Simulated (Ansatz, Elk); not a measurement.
# Ca3Fe: X-ray structure factors from the self-consistent density, part 2 of 2

Structure refinements treat a crystal as free atoms side by side. For a made-up structure of Ca3Fe (cell and positions from a PBEsol relaxation) the runs below show what the calculated density changes in F(hkl).

Elk 11.2.3 (patched build); all-electron DFT.

So far: The starting structure; Ground state and structure factors; The magnetisation density.

The structure was built from a prototype and need not be the compound's stable phase.

## Step 4: The highest occupied states alone

Level of this step: DFT, PBE, all-electron APW+lo, Dirac cores, scalar-relativistic bands, static density, ferromagnetic start (Elk).

An energy window below the Fermi level keeps the highest occupied states, to see at which angles they scatter; shallow core shells can lie inside it and anion s states outside. No new self-consistency is needed.

Contents of elk.in:

```
tasks
  195

xctype
  20

spinpol
  .true.

rgkmax
  7.0

gmaxvr
  14.0

lmaxo
  7

lmaxapw
  8

swidth
  0.002

tshift
  .false.

ramdisk
  .false.

hmaxvr
  5.5

maxscl
  120

epspot
  1e-06

reducebf
  0.8

wsfac
  -0.393130 0.458110

sppath
  './'

avec
  13.31838994957 0.00000000000 0.00000000000
  -6.65919497479 11.53406403384 -0.00000000000
  0.00000000000 -0.00000000000 10.04947751458

atoms
  2
  'Fe.in'
  2
  0.6666666667 0.3333333333 0.7500000000   0.000000 0.000000 -0.140000
  0.3333333333 0.6666666667 0.2500000000   0.000000 0.000000 -0.140000
  'Ca.in'
  6
  0.6441018643 0.8220509321 0.7500000000   0.000000 0.000000 0.000000
  0.8220509321 0.1779490679 0.2500000000   0.000000 0.000000 0.000000
  0.1779490679 0.3558981357 0.7500000000   0.000000 0.000000 0.000000
  0.3558981357 0.1779490679 0.2500000000   0.000000 0.000000 0.000000
  0.1779490679 0.8220509321 0.7500000000   0.000000 0.000000 0.000000
  0.8220509321 0.6441018643 0.2500000000   0.000000 0.000000 0.000000

ngridk
  3 3 4
```

Command:

```
OMP_NUM_THREADS=4 elk
```

Numbers of over 12 decimals in the logs are rounded to 6 here.

Log:

```text
┌─────────────────────────────────┐
│ Elk code version 11.2.3 started │
└─────────────────────────────────┘

Info(readinput): the functional depends on the density's gradient
 muffin-tin radial points multiplied by    2.00000
 (not where nrmtscf is given)

┌────────────────────┐
│ Current task : 195 │
└────────────────────┘

Info(sfacrho): density structure factors written to SFACRHO.OUT

 Energy window :  -0.3931300000      0.4581100000

┌──────────────────┐
│ Elk code stopped │
└──────────────────┘
```

Wall time 27 s (4 threads of Arm Neoverse V2, shared host); peak memory 0.35 GiB; 31 s of CPU time.

States within 15 eV below the Fermi level hold 28.00 electrons; any levels below the window count with the cores. Their amplitudes can exceed the total, where window and core parts have opposite phase:

```
hkl  sin θ/λ (Å⁻¹)  abs F, window  abs F, all
100          0.082          6.478      15.248
001          0.094          0.000       0.000
101          0.125          9.435       6.143
110          0.142         10.380      13.942
200          0.164          4.773      66.588
111          0.170          0.000       0.000
002          0.188          8.322     128.835
201          0.189          7.190     109.842
102          0.205          3.691      12.377
210          0.217          3.503       7.573
```

## Step 5: Another functional

The difference from free atoms is small, so it is set against the change that PBEsol makes.

elk.in, as its differences from that of step 4:

```diff
@@ -1,6 +1,8 @@
 tasks
+  0
   195
+  196
 
 xctype
-  20
+  22
 
@@ -42,5 +44,2 @@
 
-wsfac
-  -0.393130 0.458110
-
 sppath
```

Command:

```
OMP_NUM_THREADS=4 elk
```

Log:

```text
┌─────────────────────────┐
│ Elk code version 11.2.3 │
└─────────────────────────┘

All units are atomic (Hartree, Bohr, etc.)

┌─────────────────────────────────────────────────┐
│ Ground-state run starting from atomic densities │
└─────────────────────────────────────────────────┘

Lattice vectors :
   13.31838995       0.000000000       0.000000000
  -6.659194975       11.53406403      -0.000000000
   0.000000000      -0.000000000       10.04947751

Reciprocal lattice vectors :
  0.4717676334      0.2723751701       0.000000000
[...]
total in muffin-tins        :    158.5338521
 total calculated charge     :    172.0000109
 total charge                :    172.0000000
 error                       :   0.1092398028E-04

Moments :
 interstitial                :  -0.7617809705
 muffin-tins
  species : 1 (Fe)
[...]
species : 2 (Ca)
[...]
atom 5                    :  -0.7735880740E-01
   atom 6                    :  -0.7735880740E-01
 total in muffin-tins        :    5.042919007
 total moment                :    4.281138037

┌──────────────────────────────┐
│ Self-consistent loop stopped │
└──────────────────────────────┘

Wrote STATE.OUT
[key lines of the parts left out:]
total energy                :     -6620.4040666881
```

Run time: 7.4 min. Hardware: 4 threads; peak memory 0.75 GiB.

Against the first run R = 0.04 %; the largest change is -0.059 at 220. The moment goes from 4.08 to 4.28 μB.

## Step 6: Basis size

A smaller basis shows how fast F responds to it; the change is likely larger than the basis error of the first run, but doesn't show convergence.

elk.in, as its differences from that of step 5:

```diff
@@ -6,3 +6,3 @@
 xctype
-  22
+  20
 
@@ -12,3 +12,3 @@
 rgkmax
-  7.0
+  5.5
```

Command:

```
OMP_NUM_THREADS=4 elk
```

Log:

```text
┌─────────────────────────┐
│ Elk code version 11.2.3 │
└─────────────────────────┘

All units are atomic (Hartree, Bohr, etc.)

┌─────────────────────────────────────────────────┐
│ Ground-state run starting from atomic densities │
└─────────────────────────────────────────────────┘

Lattice vectors :
   13.31838995       0.000000000       0.000000000
  -6.659194975       11.53406403      -0.000000000
   0.000000000      -0.000000000       10.04947751

Reciprocal lattice vectors :
  0.4717676334      0.2723751701       0.000000000
[...]
total in muffin-tins        :    158.2811869
 total calculated charge     :    171.9998961
 total charge                :    172.0000000
 error                       :   0.1038997659E-03

Moments :
 interstitial                :  -0.8226992060
 muffin-tins
  species : 1 (Fe)
[...]
species : 2 (Ca)
[...]
atom 5                    :  -0.7959538755E-01
   atom 6                    :  -0.7959538755E-01
 total in muffin-tins        :    5.085084039
 total moment                :    4.262384833

┌──────────────────────────────┐
│ Self-consistent loop stopped │
└──────────────────────────────┘

Wrote STATE.OUT
[key lines of the parts left out:]
total energy                :     -6627.6188924139
```

Run time: 6.6 min. Hardware: 4 threads; peak memory 0.68 GiB; 19 min of CPU time.

Against the first run R = 0.06 %; the largest change is +0.120 at 004. The moment goes from 4.08 to 4.26 μB.

## Step 7: Settings against the effect

```
          run  R against the first run (%)  R against neutral atoms, low angle (%)  wall time
PBE, rgkmax 7                         0.00                                    0.60    7.1 min
       PBEsol                         0.04                                    0.56    7.4 min
   rgkmax 5.5                         0.06                                    0.57    6.6 min
```

## Step 8: Summary of results

- R against neutral atoms, sin θ/λ < 0.3 Å⁻¹: 0.60 %
- R against neutral atoms, 0.3 to 0.67 Å⁻¹: 0.24 %

**Reading.** Independent neutral atoms miss the calculated amplitudes by R = 0.60 % below 0.3 Å⁻¹ and 0.24 % from there to 0.67 Å⁻¹; by shells, 1.47 % below 0.15 Å⁻¹ (3 forms), 0.56 % 0.15 to 0.3 (14 forms), 0.19 % 0.3 to 0.45 (29 forms), 0.26 % above 0.45 (87 forms). Bonding, aspherical density and the tables' own atoms all enter these figures, and the runs don't part them. The largest change of an amplitude is -0.38 electrons, at 112. The relaxation gave a moment of 3.69 μB against 4.08 μB here, so the moment isn't settled. The magnetic order is that of the start. No other order was tried here, and an antiferromagnetic one would change or move the magnetic intensity. The window's part falls from 28.0 electrons at the origin to at most 2.15 between 0.45 and 0.67 Å⁻¹, where compact states inside the window still scatter. Below 0.3 Å⁻¹ the changes that finished (PBEsol and rgkmax 5.5) move F by R = 0.07 % at most, against the 0.60 % that separates it from free atoms. A single amplitude moves by up to 0.12 electrons, against 0.38 for the largest difference from free atoms. The magnetic factors move by R = 0.7 % (PBEsol) and 2.4 % (rgkmax 5.5), so they aren't settled to better than that. The k-mesh has no finished test. Part of the difference isn't bonding: the tables are fits to free atoms and ions calculated by other methods than this functional. Thermal motion, anomalous dispersion and extinction are left out.

[Logs are printed without paths, hosts, clocks, repeated set-up lines and the standing remarks that a program may print on its own settings, such as how far it seeks lower states.]

[Hosts, paths, dates, database ids (printed as entryN), source tags and the programs' standing remarks are cut or masked in the printed files.]
